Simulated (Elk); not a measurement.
# How Mo absorbs and reflects light

Aim: the dielectric function of Mo, and the optical constants that follow from it.

Program: Elk 11.2.3 (patched build). Level of theory: DFT, PBE, all-electron APW+lo, Dirac cores, scalar-relativistic bands, independent-particle optical response without local fields. Results are calculated unless marked as measured.

## (1) The starting structure

It takes space group Im-3m (No. 229, cubic). The conventional cell has a = 3.147 Å, b = 3.147 Å, c = 3.147 Å, α = 90.00°, β = 90.00°, γ = 90.00°. Nearest to Mo lie 8 Mo at 2.73 Å.

As a file:

```cif
data_structure
_symmetry_space_group_name_H-M 'P 1'
_symmetry_Int_Tables_number 1
_cell_length_a 2.7252
_cell_length_b 2.7252
_cell_length_c 2.7252
_cell_angle_alpha 109.471
_cell_angle_beta 109.471
_cell_angle_gamma 109.471
_cell_volume 15.58
loop_
_atom_site_label
_atom_site_type_symbol
_atom_site_fract_x
_atom_site_fract_y
_atom_site_fract_z
_atom_site_occupancy
Mo1 Mo 0.00000 0.00000 0.00000 1
```

## (2) Ground state

The self-consistent density comes first; it also tells whether there is a gap, which decides the occupations and the need for a Drude term.

This step: DFT, PBE, all-electron APW+lo, Dirac cores, scalar-relativistic bands, ground state (Elk 11.2.3 (patched build)).

The input, elk.in:

```
tasks
  0
  120

xctype
  20

nempty
  10

lorbcnd
  .true.

rgkmax
  7.0

swidth
  0.0018375

maxscl
  100

epsengy
  1e-05

sppath
  './'

avec
  -2.973323430378 2.973323430378 2.973323430378
  2.973323430378 -2.973323430378 2.973323430378
  2.973323430378 2.973323430378 -2.973323430378

atoms
  1
  'Mo.in'
  1
  0.000000000000 0.000000000000 0.000000000000   0.000 0.000 0.000

ngridk
  18 18 18
```

Started as:

```
$ OMP_NUM_THREADS=4 elk
```

Numbers of over 12 decimals in the logs are rounded to 6 here.

Log:

```text
┌─────────────────────────┐
│ Elk code version 11.2.3 │
└─────────────────────────┘

All units are atomic (Hartree, Bohr, etc.)

┌─────────────────────────────────────────────────┐
│ Ground-state run starting from atomic densities │
└─────────────────────────────────────────────────┘

Lattice vectors :
  -2.973323430       2.973323430       2.973323430
   2.973323430      -2.973323430       2.973323430
   2.973323430       2.973323430      -2.973323430

Reciprocal lattice vectors :
 -0.1339804967E-16   1.056592977       1.056592977
   1.056592977     -0.1339804967E-16   1.056592977
   1.056592977       1.056592977     -0.1339804967E-16

Unit cell volume      :    105.1444736
Brillouin zone volume :    2.359136957

Muffin-tin inner radius fraction :   0.1000000000E-01

Nuclei treated as point charges

Species : 1 (Mo)
 parameters loaded from : Mo.in
 name : molybdenum
 nuclear charge    :   -42.00000000
 electronic charge :    42.00000000
 atomic mass :    174887.9214
 muffin-tin radius :    2.549973624
 number of radial points in muffin-tin :   1193
 inner part over the whole radius :   0.9953557696E-02
 number on inner part of muffin-tin    :    848
 approximate nuclear radius :   0.8334154960E-04
 number of mesh points to nuclear radius :    420
 atomic positions (lattice), magnetic fields (Cartesian) :
  1 :   0.00000000  0.00000000  0.00000000    0.00000000  0.00000000  0.00000000

Total number of atoms per unit cell :    1
Total muffin-tin volume :    69.45374598
 ratio of muffin-tin to unit cell volume :   0.6605553637

Spin treatment :
 spin-unpolarised

Number of Bravais lattice symmetries :   48
Number of crystal symmetries         :   48
Crystal has inversion symmetry
Real symmetric eigensolver will be used

k-point grid :     18    18    18
k-point offset :    0.000000000       0.000000000       0.000000000
k-point set is reduced with full crystal symmetry group
Total number of k-points :      195

Muffin-tin radius times maximum |G+k| :    7.000000000
 using average radius
Maximum |G+k| for APW functions       :    2.745126433
Maximum (1/2)|G+k|²                   :    3.767859567
Maximum |G| for potential and density :    12.00000000
Constant for pseudocharge density :    8
 order of it for each species :   15
 order of it for pair densities of each species (exact exchange by exxq0 0: 15) :   10
Radial integration step length :    1

G-vector grid sizes :     20    20    20
Number of G-vectors :     3055

Maximum angular momentum used for
 APW functions            :    8
 outer part of muffin-tin :    6
 inner part of muffin-tin :    2

Total nuclear charge    :   -42.00000000
Total core charge       :    28.00000000
Total valence charge    :    14.00000000
Total excess charge     :    0.000000000
Total electronic charge :    42.00000000

Effective Wigner radius, rₛ :   0.8423311285

Number of empty states         :     10
Total number of valence states :     18
Total number of core states    :     28

Conduction state local-orbitals added automatically
Third-order local-orbitals added for an l without core states : F
Total number of local-orbitals :     67

Exchange-correlation functional :     20     0     0
 Perdew-Burke-Ernzerhof, Phys. Rev. Lett. 77, 3865 (1996)
 gradient requirement :    1
 generalised gradient approximation (GGA)

Smearing type :    3
 Fermi-Dirac
Smearing width :   0.1837500000E-02
Effective electronic temperature (K) :    580.2366081

Mixing type :    3
 Broyden mixing, J. Phys. A: Math. Gen. 17, L317 (1984)

Kohn-Sham potential initialised from atomic data

┌──────────────────────────────┐
│ Self-consistent loop started │
└──────────────────────────────┘

┌─────────────────┐
│ Loop number : 1 │
└─────────────────┘

Energies :
 Fermi                       :     0.314780
 sum of occupied eigenvalues :     -2407.7468985577
 electron kinetic            :      4194.9779532635
 core electron kinetic       :      4102.2773041743
 Coulomb                     :     -8121.1906584670
 Coulomb potential           :     -6443.4913211015
 nuclear-nuclear             :     -539.76702787862
 electron-nuclear            :     -8736.2202039724
 Hartree                     :      1154.7965733841
 Madelung                    :     -4899.4449979162
 xc potential                :     -159.23353071975
 exchange                    :     -121.47801673625
 correlation                 :     -2.209694
 electron entropic           :    -0.20464612992009E-03
 total energy                :     -4049.9006204784

Density of states at Fermi energy :    19.40235093
 (states/Hartree/unit cell)

Estimated indirect band gap :   0.4457149500E-03
 from k-point 180 to k-point 174
Estimated direct band gap   :   0.2528431374E-01
 at k-point 176

Charges :
 core                        :    28.00000000
 valence                     :    14.00000000
 interstitial                :    1.665014729
 muffin-tins (core leakage)
  species : 1 (Mo)
   atom 1                    :    40.33498527     (  0.1695622629E-06)
 total in muffin-tins        :    40.33498527
 total calculated charge     :    42.00018634
 total charge                :    42.00000000
 error                       :   0.1863359461E-03

┌─────────────────┐
│ Loop number : 2 │
└─────────────────┘

Energies :
 Fermi                       :     0.315813
 sum of occupied eigenvalues :     -2407.7614172988
 electron kinetic            :      4195.0146793049
 core electron kinetic       :      4102.2706483088
 Coulomb                     :     -8121.2599211698
 Coulomb potential           :     -6443.4590087011
 nuclear-nuclear             :     -539.76702787862
 electron-nuclear            :     -8736.3955418469
 Hartree                     :      1154.9026485557
 Madelung                    :     -4899.5304168193
 xc potential                :     -159.31708790262
 exchange                    :     -121.48243954509
 correlation                 :     -2.209662
 electron entropic           :    -0.20541392808594E-03
 total energy                :     -4049.9375485641

Density of states at Fermi energy :    19.48370034
 (states/Hartree/unit cell)

Estimated indirect band gap :   0.3941137432E-03
 from k-point 180 to k-point 174
Estimated direct band gap   :   0.2533901780E-01
 at k-point 176

Charges :
 core                        :    28.00000000
 valence                     :    14.00000000
 interstitial                :    1.662248137
 muffin-tins (core leakage)
  species : 1 (Mo)
   atom 1                    :    40.33775186     (  0.1686065367E-06)
 total in muffin-tins        :    40.33775186
 total calculated charge     :    42.00018639
 total charge                :    42.00000000
 error                       :   0.1863877572E-03

RMS change in Kohn-Sham potential (target) :   0.1407544403     (  0.1000000000E-05)
Absolute change in total energy (target)   :   0.3692808567E-01 (  0.1000000000E-04)

[... 16 loops left out ...]

┌──────────────────┐
│ Loop number : 19 │
└──────────────────┘

Energies :
 Fermi                       :     0.457770
 sum of occupied eigenvalues :     -2404.0889951039
 electron kinetic            :      4198.4568302788
 core electron kinetic       :      4102.1225998433
 Coulomb                     :     -8124.1229059101
 Coulomb potential           :     -6441.0133202383
 nuclear-nuclear             :     -539.76702787862
 electron-nuclear            :     -8744.8684508914
 Hartree                     :      1160.5125728599
 Madelung                    :     -4903.6162457909
 xc potential                :     -161.53250514443
 exchange                    :     -121.71055215877
 correlation                 :     -2.207376
 electron entropic           :    -0.17244484224643E-03
 total energy                :     -4049.5841758091

Density of states at Fermi energy :    14.82494298
 (states/Hartree/unit cell)

Estimated indirect band gap :   0.2038672224E-02
 from k-point 177 to k-point 175
Estimated direct band gap   :   0.9448277355E-02
 at k-point 173

Charges :
 core                        :    28.00000000
 valence                     :    14.00000000
 interstitial                :    1.492313647
 muffin-tins (core leakage)
  species : 1 (Mo)
   atom 1                    :    40.50768635     (  0.1314866083E-06)
 total in muffin-tins        :    40.50768635
 total calculated charge     :    42.00019615
 total charge                :    42.00000000
 error                       :   0.1961463593E-03

RMS change in Kohn-Sham potential (target) :   0.1344046236E-07 (  0.1000000000E-05)
Absolute change in total energy (target)   :   0.4271300895E-05 (  0.1000000000E-04)

Convergence targets achieved

┌──────────────────┐
│ Loop number : 20 │
└──────────────────┘

Energies :
 Fermi                       :     0.457770
 sum of occupied eigenvalues :     -2404.0889949060
 electron kinetic            :      4198.4568308621
 core electron kinetic       :      4102.1226008640
 Coulomb                     :     -8124.1229061967
 Coulomb potential           :     -6441.0133204416
 nuclear-nuclear             :     -539.76702787862
 electron-nuclear            :     -8744.8684512260
 Hartree                     :      1160.5125729079
 Madelung                    :     -4903.6162459759
 xc potential                :     -161.53250532650
 exchange                    :     -121.71055216612
 correlation                 :     -2.207376
 electron entropic           :    -0.17244484663820E-03
 total energy                :     -4049.5841755199

Density of states at Fermi energy :    14.82494354
 (states/Hartree/unit cell)

Estimated indirect band gap :   0.2038672199E-02
 from k-point 177 to k-point 175
Estimated direct band gap   :   0.9448277521E-02
 at k-point 173

Charges :
 core                        :    28.00000000
 valence                     :    14.00000000
 interstitial                :    1.492313648
 muffin-tins (core leakage)
  species : 1 (Mo)
   atom 1                    :    40.50768635     (  0.1314875959E-06)
 total in muffin-tins        :    40.50768635
 total calculated charge     :    42.00019615
 total charge                :    42.00000000
 error                       :   0.1961464027E-03

┌──────────────────────────────┐
│ Self-consistent loop stopped │
└──────────────────────────────┘

Wrote STATE.OUT
```

Elapsed: 13 s, on 4 threads of Arm Neoverse V1, shared host; peak memory 0.06 GiB; 37 s of CPU time.

This step gave:

* total energy: -4050 Ha
* Fermi energy: 12.46 eV
* DOS at the Fermi level: 0.5448 states/eV/cell

There are states at the Fermi level within the smearing, so the occupations stay smeared and the carriers get a Drude term.

## (3) Independent particles

With the density converged, the vertical transitions are summed over the zone.

This step: DFT, PBE, all-electron APW+lo, Dirac cores, scalar-relativistic bands, independent-particle optical response without local fields (Elk 11.2.3 (patched build)).

elk.in: that of step 2 with these lines changed.

```diff
@@ -1,4 +1,9 @@
 tasks
-  0
-  120
+  121
+
+optcomp
+  1 1
+
+intraband
+  .true.
 
@@ -17,9 +22,7 @@
 swidth
-  0.0018375
+  0.0055124
 
-maxscl
-  100
-
-epsengy
-  1e-05
+wplot
+  400 100 0
+  0.0 0.51449
```

Started as:

```
$ OMP_NUM_THREADS=4 elk
```

Log:

```text
┌─────────────────────────────────┐
│ Elk code version 11.2.3 started │
└─────────────────────────────────┘

Info(readinput): the functional depends on the density's gradient
 muffin-tin radial points multiplied by    2.00000
 (not where nrmtscf is given)

┌────────────────────┐
│ Current task : 121 │
└────────────────────┘
Info(checkmt): changed muffin-tin radius of species 1 (Mo) from   2.6000 to   2.5500

Info(dielectric):
 dielectric tensor written to EPSILON_ij.OUT
 optical conductivity written to SIGMA_ij.OUT
 plasma frequency written to PLASMA_ij.OUT
 for components
  i = 1, j = 1

┌──────────────────┐
│ Elk code stopped │
└──────────────────┘
```

Wall time 1.8 s (4 threads); peak memory 0.04 GiB; 7 s of CPU time.

Numbers from this step:

```
centre of weight of the strongest loss peak in the window : 10.98 eV
Drude plasma energy, first axis                           : 9.203 eV
```

Sum at mesh points, not converged in k. Table of Im ε, E ∥ x by photon energy; read off at these points:

| photon energy (eV) | Im ε, E ∥ x |
| --- | --- |
| 0.500 | 115 |
| 0.750 | 55.4 |
| 1.000 | 28.8 |
| 1.250 | 23.9 |
| 1.500 | 29.3 |
| 1.750 | 26.9 |
| 2.000 | 33.9 |
| 2.100 | 35.7 |
| 2.250 | 34.1 |
| 2.500 | 25.6 |
| 2.750 | 26.1 |
| 3.000 | 24.4 |
| 3.250 | 23.3 |
| 3.500 | 22.7 |
| 3.750 | 24.5 |
| 4.000 | 25.8 |
| 4.130 | 26.9 |
| 4.250 | 25.9 |
| 4.500 | 22.4 |
| 4.750 | 19.5 |
| 5.000 | 14.6 |
| 5.250 | 12.4 |
| 5.500 | 10.9 |
| 5.750 | 8.58 |
| 6.000 | 6.79 |
| 6.250 | 5.68 |
| 6.500 | 4.63 |
| 6.750 | 3.71 |
| 7.000 | 3.79 |
| 7.250 | 4.55 |
| 7.500 | 4.00 |
| 7.750 | 2.90 |
| 8.000 | 2.43 |
| 8.250 | 2.09 |
| 8.500 | 1.43 |
| 8.750 | 1.36 |
| 9.000 | 1.36 |
| 9.250 | 1.32 |
| 9.500 | 0.982 |
| 9.750 | 0.868 |
| 10.000 | 0.779 |
| 10.250 | 0.952 |
| 10.500 | 0.899 |
| 10.750 | 1.03 |
| 11.000 | 0.952 |
| 11.250 | 1.12 |
| 11.500 | 1.67 |
| 11.750 | 2.88 |
| 12.000 | 2.64 |
| 12.250 | 2.25 |
| 12.500 | 2.87 |
| 12.750 | 2.57 |
| 13.000 | 2.41 |
| 13.250 | 2.41 |
| 13.500 | 2.26 |
| 13.750 | 1.99 |

Values under 1 per cm are given as 1; sum at mesh points, not converged in k. The absorption coefficient, E ∥ x by photon energy:

| photon energy (eV) | absorption coefficient, E ∥ x (1/cm) |
| --- | --- |
| 0.490 | 8.5e5 |
| 1.015 | 7.7e5 |
| 1.505 | 6.7e5 |
| 1.995 | 7.9e5 |
| 2.485 | 1.0e6 |
| 3.010 | 1.1e6 |
| 3.500 | 1.3e6 |
| 3.990 | 1.5e6 |
| 4.515 | 1.9e6 |
| 5.005 | 2.1e6 |
| 5.495 | 2.1e6 |
| 5.985 | 2.1e6 |
| 6.510 | 2.0e6 |
| 7.000 | 1.8e6 |
| 7.490 | 2.0e6 |
| 8.015 | 1.9e6 |
| 8.505 | 1.8e6 |
| 8.995 | 1.6e6 |
| 9.485 | 1.6e6 |
| 10.010 | 1.3e6 |
| 10.500 | 1.1e6 |
| 10.990 | 8.6e5 |
| 11.515 | 8.3e5 |
| 12.005 | 1.4e6 |
| 12.495 | 1.5e6 |
| 12.985 | 1.5e6 |
| 13.510 | 1.7e6 |

Sum at mesh points, not converged in k. The reflectivity at normal incidence, E ∥ x by photon energy; read off at these points:

photon energy (eV), reflectivity at normal incidence, E ∥ x (%) and a bar from the least value:
```
    0.500       95.4 ##############################
    0.750       92.4 #############################
    1.000       88.9 ############################
    1.250       76.5 #######################
    1.500       65.1 ###################
    1.750       60.4 ##################
    2.000       60.6 ##################
    2.250       64.5 ###################
    2.310       64.8 ###################
    2.500       61.2 ##################
    2.750       59.8 ##################
    3.000       58.4 #################
    3.250       57.4 #################
    3.500       57.7 #################
    3.750       57.8 #################
    4.000       59.9 ##################
    4.250       64.3 ###################
    4.500       66.5 ####################
    4.750       69.3 #####################
    5.000       71.3 ######################
    5.250       70.4 #####################
    5.500       71.4 ######################
    5.750       74.2 #######################
    6.000       74.2 #######################
    6.250       74.6 #######################
    6.500       75.3 #######################
    6.580       75.5 #######################
    6.750       74.6 #######################
    7.000       68.5 #####################
    7.250       62.9 ###################
    7.500       70.2 #####################
    7.750       72.9 ######################
    8.000       73.2 ######################
    8.250       74.0 ######################
    8.500       78.4 ########################
    8.540       78.7 ########################
    8.750       73.6 ######################
    9.000       69.6 #####################
    9.250       68.8 #####################
    9.500       71.5 ######################
    9.750       68.7 #####################
   10.000       63.9 ###################
   10.250       49.0 ##############
   10.500       45.2 ############
   10.750       29.9 #######
   11.000       22.3 ####
   11.250       11.2 
   11.500        9.9 
   11.750       19.6 ###
   12.000       24.4 #####
   12.250       21.8 ####
   12.500       22.3 ####
   12.750       28.9 #######
   13.000       25.3 #####
   13.250       29.1 #######
   13.500       28.3 ######
   13.750       27.4 ######
```

Sum at mesh points, not converged in k. Loss function −Im 1/ε at q → 0, E ∥ x against energy loss; read off at these points:

| energy loss (eV) | loss function −Im 1/ε at q → 0, E ∥ x |
| --- | --- |
| 0.500 | 0.00135 |
| 0.750 | 0.00345 |
| 1.000 | 0.00738 |
| 1.250 | 0.0220 |
| 1.500 | 0.0316 |
| 1.750 | 0.0367 |
| 2.000 | 0.0293 |
| 2.250 | 0.0287 |
| 2.500 | 0.0376 |
| 2.750 | 0.0379 |
| 3.000 | 0.0407 |
| 3.250 | 0.0427 |
| 3.500 | 0.0436 |
| 3.750 | 0.0407 |
| 4.000 | 0.0382 |
| 4.250 | 0.0350 |
| 4.500 | 0.0357 |
| 4.750 | 0.0343 |
| 5.000 | 0.0359 |
| 5.250 | 0.0406 |
| 5.500 | 0.0410 |
| 5.750 | 0.0391 |
| 6.000 | 0.0435 |
| 6.250 | 0.0459 |
| 6.500 | 0.0481 |
| 6.750 | 0.0555 |
| 7.000 | 0.0773 |
| 7.250 | 0.0921 |
| 7.500 | 0.0690 |
| 7.750 | 0.0691 |
| 8.000 | 0.0740 |
| 8.250 | 0.0762 |
| 8.500 | 0.0677 |
| 8.750 | 0.0986 |
| 9.000 | 0.126 |
| 9.250 | 0.135 |
| 9.500 | 0.137 |
| 9.750 | 0.177 |
| 10.000 | 0.255 |
| 10.250 | 0.448 |
| 10.500 | 0.551 |
| 10.750 | 0.807 |
| 11.000 | 1.01 |
| 11.250 | 0.824 |
| 11.500 | 0.452 |
| 11.750 | 0.334 |
| 12.000 | 0.377 |
| 12.250 | 0.444 |
| 12.500 | 0.348 |
| 12.750 | 0.367 |
| 13.000 | 0.407 |
| 13.250 | 0.387 |
| 13.500 | 0.414 |
| 13.750 | 0.469 |
| 13.825 | 0.480 |

At chosen wavelengths:

| wavelength (nm) | n | k | R (%) | 1/α |
| --- | --- | --- | --- | --- |
| 1550 | 2.39 | 10.317 | 91.9 | 12 nm |
| 800 | 3.37 | 4.366 | 64.7 | 15 nm |
| 633 | 4.24 | 3.797 | 59.5 | 13 nm |
| 532 | 3.55 | 4.428 | 64.8 | 9.6 nm |
| 365 | 3.30 | 3.627 | 58.3 | 8.0 nm |
| 308 | 3.38 | 3.855 | 60.3 | 6.4 nm |
| 248 | 1.77 | 4.126 | 71.3 | 4.8 nm |

A polished face would reflect 63 % of daylight and look light grey (CIE x = 0.314, y = 0.338 under D65).

## (4) Results

| Property | Result |
| --- | --- |
| Drude plasma energy, first axis | 9.20 eV |
| centre of weight of the strongest loss peak in the window, first axis | 11.0 eV |

At this level (PBE, independent particles) Mo is a metal with a Drude plasma energy of 9.2 eV. The mesh is too coarse to trust the carriers' weight, the reflectivity or the colour to better than tens of per cent. Along x the bare Drude plasma energy is 9.2 eV; Re ε first rises through zero at 1.82 eV, far lower, because interband transitions screen the carriers. Im ε is 27 there, so the loss peak at that energy is weak. A polished face would reflect 63 % of daylight and look light grey (CIE x = 0.314, y = 0.338 under D65). The carriers' damping of 0.15 eV is typed, not computed; at 0.8 eV the carriers give 49 % of Im ε along the first axis; the rest comes from the sum over bands, which at low energy also holds close bands and the noise of the mesh. The sum runs over mesh points 0.16 Å⁻¹ apart with no interpolation, so peaks are partly noise of the mesh, and the Drude plasma energy, a sum over the Fermi surface, isn't converged.

[Machine, clock and banner lines and Python warnings are left out of the logs.]

[Logs are printed without paths, hosts, clocks, repeated set-up lines and the standing remarks that a program may print on its own settings, such as how far it seeks lower states.]

[Hosts, paths, dates, database ids (printed as entryN), source tags and the programs' standing remarks are cut or masked in the printed files.]
